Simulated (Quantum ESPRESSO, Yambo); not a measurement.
Planning a run of Yambo 5.3.0 on SrTiO3 (Tausonite). The input:

```
HF_and_locXC
gw0
dyson
ppa
em1d
rim_cut
RandQpts= 1000000
RandGvec= 1 RL
EXXRLvcs= 76 Ry
VXCRLvcs= 304 Ry
Chimod= "HARTREE"
% BndsRnXp
 1 | 293 |
%
NGsBlkXp= 12 Ry
% LongDrXp
 1 | 1 | 1 |
%
% GbndRnge
 1 | 293 |
%
DysSolver= "n"
ExtendOut
PPAPntXp= 27.21138 eV
% QPkrange
 10 | 10 | 19 | 22 |
 1 | 1 | 19 | 22 |
%
```

```sh
OMP_NUM_THREADS=1 mpirun -n 8 yambo -F gw5.in -J gw5 -C gw5 > gw5.log
```

The stored states that it reads are on a 4×4×4 mesh. The structure is cubic, space group Pm-3m (No. 221). Conventional cell: a = 3.905 Å, b = 3.905 Å, c = 3.905 Å, α = 90.00°, β = 90.00°, γ = 90.00°. Nearest to Sr lie 12 O at 2.76 Å. Ti has 6 O at 1.95 Å nearest. O has 2 Ti at 1.95 Å and 4 Sr at 2.76 Å nearest. Farther neighbours and most contacts between anions are not listed.

Q: Estimate wall time and host memory on 8 MPI ranks of Arm Neoverse V2, shared host.

It took 5 min; on shared hardware allow 2.5 min to 10 min. Peak host memory was 4.7 GiB.

The screening grows as filled bands × empty bands × pairs of k points, times the square of the screening basis for the matrix.

[Paths, hosts, dates, memory and timing lines, banners, echoed tables and standing remarks are left out of the program output.]

[Logs are printed without paths, hosts, clocks, repeated set-up lines and the standing remarks that a program may print on its own settings, such as how far it seeks lower states.]

[Runs of the session that timed out or met a known fault of the program may be left out.]

[Hosts, paths, dates, database ids (printed as entryN), source tags and the programs' standing remarks are cut or masked in the printed files.]
